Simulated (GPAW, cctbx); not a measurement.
# How far are the atoms of (CdS)1(MgSe)1 from free atoms?

Question: by how much does bonding change the X-ray structure factors of (CdS)1(MgSe)1, how firmly does DFT give the change, and what does a routine refinement make of it?

The cell is a (CdS)1(MgSe)1 superlattice along [001] of the zinc-blende type, started at the mean lattice constant and relaxed freely, with no substrate. All numbers below are calculated.

**1. Find the equilibrium geometry**

The density hangs on the geometry, so cell and atoms are relaxed first, with the symmetry held. The cutoff is set higher than for the density because stress converges slowly with plane waves.

Settings: GPAW 26.7.0, PBE, 570 eV, 6×6×4 k-points (along the axes of the calculation cell), Fermi–Dirac width 0.05 eV, BFGS to 0.03 eV/Å.

```text
cell
1.0
     4.221427484    0.000000000    0.000000000
     0.000000000    4.221427484    0.000000000
     0.000000000    0.000000000    5.970000000
Cd S Mg Se
1 1 1 1
Direct
0.000000000 0.000000000 0.000000000
0.500000000 0.000000000 0.250000000
0.500000000 0.500000000 0.500000000
0.000000000 0.500000000 0.750000000
```

```console
$ OMP_NUM_THREADS=1 mpirun -n 4 gpaw python run.py > gpaw.log
```

```text
BFGS:    0      -13.992911        0.635897
BFGS:    1      -14.012619        0.559063
BFGS:    2      -14.081978        0.117483
BFGS:    3      -14.082418        0.104859
BFGS:    4      -14.083750        0.041226
BFGS:    5      -14.083817        0.031829
BFGS:    6      -14.083847        0.024699
cell  4.2110 4.2031 5.9395  90.00 90.00 90.00
volume 105.126 A^3, largest force 0.023 eV/A, largest stress 0.15 GPa
```

After 6 steps the volume has changed by -1.2 % and the energy by -0.091 eV; the largest stress left is 0.15 GPa. It took 61 s on 4 cores of Intel(R) Xeon(R) 6975P-C (Granite Rapids) (shared host), peak memory 1.1 GiB.

Relaxed structure: Pmm2 (no. 25), a = 4.2031 Å, b = 4.2110 Å, c = 5.9395 Å, α = 90.00°, β = 90.00°, γ = 90.00°.

```csv
atom,mult.,x,y,z
Cd1,1,0,0,0.9882
Se1,1,1/2,0,0.2608
S1,1,0,1/2,0.7370
Mg1,1,1/2,1/2,0.5140
```

**2. Density and charge transfer**

X-rays see the whole electron density, so the PAW density is rebuilt with its core regions. Subtracting spherical free atoms from the same code cancels the cores and leaves the deformation density Δρ, the part due to bonding.

Settings: PBE, 450 eV, 6×6×4 k-points (along the axes of the calculation cell), Fermi–Dirac width 0.05 eV; primitive cell of 4 atoms.

```console
$ OMP_NUM_THREADS=1 mpirun -n 4 gpaw python run.py > gpaw.log
```

```text
|iter:   1|       0s |  -14.897778 | -0.21 |       |
|iter:   2|       1s |  -14.696380 | -2.01 | -1.11 |
|iter:   3|       1s |  -14.015142 | -1.21 | -1.15 |
...
|iter:   7|       4s |  -14.021882c| -5.71 | -3.27 |
|iter:   8|       5s |  -14.021887c| -6.55 | -3.70 |
|iter:   9|       5s |  -14.021888c| -7.48c| -4.44c|
```

```text
grid (42, 42, 60)  electrons 110.000  moved by bonding 0.963 e
deformation density beyond 0.5 A of the nuclei: max 0.136, min -0.076 e/A^3
atom        x       y       z   Voronoi charge  moment
Cd1    0.0000  0.0000  0.9882      0.367       0.00
Se2    0.5000  0.0000  0.2608     -0.332       0.00
S 3    0.0000  0.5000  0.7370     -0.372       0.00
Mg4    0.5000  0.5000  0.5140      0.338       0.00
mean inner potential of superposed free atoms 11.990 V
total magnetic moment 0.000 muB
```

Deformation density in a plane through the shortest contact of the S atom at the origin, in 0.01 e/Å³ (clipped at ±99); x from -1.6 to 4.1 Å, y from 2.4 down to -2.4 Å:

```text
  0   .   .  -2  -5  -3  -2  -1  -1  -1  -1  -1  -1   0   0   0
  0   .   .  -2  -4  -3  -2  -1  -1  -1  -1  -1  -1  -1   0   0
 -5  -2  -1  -1   0   0   0  -1  -1  -2  -2  -2  -1  -1  -1  -1
 -4  -2   3   8   7   4   2   0  -1  -3  -4  -3  -2  -2  -1  -1
 -1   2   8  13  11   6   5   3   0  -4  -5  -5  -4  -3  -2  -1
  0   2   5   6   .   0   8   9   3  -3   1   .  -2  -5  -4  -2
  0   1   0  -5   .   .  11  12   5  -1   .   .   1  -5  -4  -2
  0   1   1  -1   .  -3   7   9   3  -3   0   .  -1  -3  -2  -1
  0   1   3   3   1   0   3   3   0  -4  -4  -2   2   3   2   1
  0   0   1   2   2   1   1   0  -1  -3  -1   3   9  11   7   3
 -1   0   0   0   0   0   0  -1  -1  -1   1   6  11  12   5   5
 -1  -1  -1   0   0   0   0  -1  -1   0   1   3   2   .   .   6
 -1  -1  -1  -1  -1   0   0   0   0   0   1   1  -3   .   .   6
```

Atoms in or within 0.15 Å of the plane: S (3.6, -2.2), S (0.0, 0.0), Mg (2.5, 0.0), Mg (-1.1, 2.2) Å. Dots mark points within about 0.45 Å of a nucleus; large values next to them are atomic features.

S gains most (-0.37 e) and Cd loses most (+0.37 e); S is the most electronegative element, but the order of the others doesn't follow electronegativity. Such charges fall far short of formal ones, since overlapping free atoms already put density on their neighbours. Along the shortest contact from the S atom at the map's origin, S–Mg at 2.48 Å, Δρ is +0.09 e/Å³ at the midpoint and highest, +0.14, 0.87 Å from S (points within 0.5 Å of a nucleus left out): the build-up leans to one atom, as in a polar bond or on the flank of an anion. At the midpoints of other shortest contacts it is +0.05 (Cd–S, 2.58 Å), +0.08 (Se–Mg, 2.59 Å) and +0.06 (Cd–Se, 2.65 Å) e/Å³. Point values carry grid noise of about 0.01 e/Å³. The run needed 9 iterations, 10 s.

**3. Structure factors**

The Fourier components of Δρ, added to those of the free atoms, give the static X-ray structure factors; the Mott–Bethe relation turns them into the Fourier components V of the potential that fast electrons feel.

```text
static structure factors of the conventional cell: F in electrons, V (Mott-Bethe) in volts
   h  k  l      d  |F| table  |F| free   |F| DFT   change   |V| free  |V| DFT  change %
   0  0  1  5.9395    33.984    33.986    33.916   -0.071     1.513    1.636      8.1
   0  1  0  4.2110    50.705    50.699    50.595   -0.104     2.552    2.633      3.2
   1  0  0  4.2031    16.633    16.636    16.626   -0.010     1.050    1.058      0.7
   0  1  1  3.4352    64.370    64.408    64.606    0.199     5.740    5.622     -2.0
   1  0  1  3.4309    68.707    68.743    68.946    0.204     5.926    5.809     -2.0
   1  1  0  2.9748     9.683     9.638     9.263   -0.375     0.140    0.285    103.5
   0  0  2  2.9697    11.409    11.370    11.067   -0.302     0.298    0.383     28.7
   1  1  1  2.6599    38.838    38.813    38.803   -0.010     2.076    2.078      0.1
   0  1  2  2.4269    18.812    18.786    18.864    0.079     1.381    1.360     -1.5
   1  0  2  2.4254    45.311    45.272    45.215   -0.057     2.135    2.150      0.7
   0  2  0  2.1055    80.623    80.566    80.498   -0.068     5.689    5.702      0.2
   1  1  2  2.1017    79.700    79.643    79.569   -0.074     5.617    5.631      0.3
   2  0  0  2.1016    80.565    80.507    80.414   -0.094     5.679    5.697      0.3
   0  2  1  1.9845    27.837    27.796    27.775   -0.021     1.249    1.248     -0.0
```

The largest X-ray change is -0.38 e on 110, 3.9 % of |F|. For electrons V goes as (Z − F)/g², so a change of F counts against Z − F, which is small at low angle and wherever the atoms' terms cancel: |V| of 110 moves by +103.5 % (0.14 to 0.28 V) against -3.9 % in |F|. The tabulated Hartree–Fock atoms differ from the free DFT atoms by up to 0.06 e, so the choice of reference atom matters too.

**4. How cheap can the run be?**

Cheaper settings are set against the first, tightest run to find what the result needs. Some rows differ from it in more than one setting, so each label gives them all, and single effects show between rows that share the rest.

```csv
run,ΔF 110 (e),ΔF 002 (e),ΔF 101 (e),q(S) (e),moved (e),time
450 eV 6×6×4,-0.375,-0.302,+0.204,-0.372,0.963,10 s
250 eV 5×5×3,-0.379,-0.305,+0.200,-0.368,0.994,4.8 s
350 eV 5×5×3,-0.377,-0.304,+0.202,-0.371,0.968,6.3 s
```

Within 0.01 e of the base on all three: 250 eV 5×5×3 and 350 eV 5×5×3. The largest error, 0.004 e, comes with 250 eV 5×5×3. Times are from shared hosts.

**5. What a spherical-atom refinement makes of it**

Routine crystallography fits spherical atoms. To see the bias, intensities are simulated from tabulated atoms plus the DFT change ΔF, so that bonding alone can misfit (4870 reflections of the full sphere, merged to the counts below, to 0.45 Å, 1 % proportional noise plus counting noise, assumed isotropic U as listed, Δρ smeared by the mean U) and refined with cctbx over different ranges.

| range | data | R1 | GooF | U Cd1 (true 0.005) | U Se1 (true 0.0057) | U S1 (true 0.0073) | U Mg1 (true 0.0079) | largest shift (Å) | Δρ max, min (e/Å³) |
| --- | --- | --- | --- | --- | --- | --- | --- | --- | --- |
| all data | 1418 | 0.0051 | 0.94 | 0.0050 | 0.0057 | 0.0073 | 0.0078 | 0.0001 | 0.21, -0.26 |
| low resolution, d > 0.84 | 239 | 0.0039 | 1.05 | 0.0050 | 0.0057 | 0.0072 | 0.0080 | 0.0003 | 0.09, -0.10 |
| high order, d < 0.75 | 1083 | 0.0059 | 0.91 | 0.0050 | 0.0057 | 0.0073 | 0.0078 | 0.0002 | 0.17, -0.17 |
| occupancies free, d > 0.7 | 404 | 0.0040 | 0.98 | 0.0050 | 0.0057 | 0.0073 | 0.0079 | 0.0011 | 0.10, -0.13 |

With all data GooF is 0.94, so at this noise the bonding hardly shows; the top residual peak, near noise level, lies 0.74 Å from Se and 2.34 Å from Cd. No U is off by more than 3 s.u. at low resolution. With Cd1 held at 1 and the scale free, the other occupancies refine to Se1 1.001(0.001), S1 1.000(0.003) and Mg1 0.999(0.003), within three s.u. of full.

**6. Answer**

Bonding moves 0.96 e in the primitive cell of (CdS)1(MgSe)1 and changes the structure factors of the conventional cell in the table above by at most 0.38 e (110, 3.9 %). The shortest bond, S–Mg, has Δρ = +0.09 e/Å³ at its midpoint, on a slope that rises towards one atom. Within 0.01 e of the base on all three: 250 eV 5×5×3 and 350 eV 5×5×3. The largest error, 0.004 e, comes with 250 eV 5×5×3. With all data GooF is 0.94, so at this noise the bonding hardly shows. Limits: static density, frozen cores, no spin–orbit coupling.

[Outputs are excerpts: Python notices, other lines and further rows are left out; steps that failed or that the build refused (PBEsol, TPSS) are not shown.]

[Logs are printed without paths, hosts, clocks, repeated set-up lines and the standing remarks that a program may print on its own settings, such as how far it seeks lower states.]
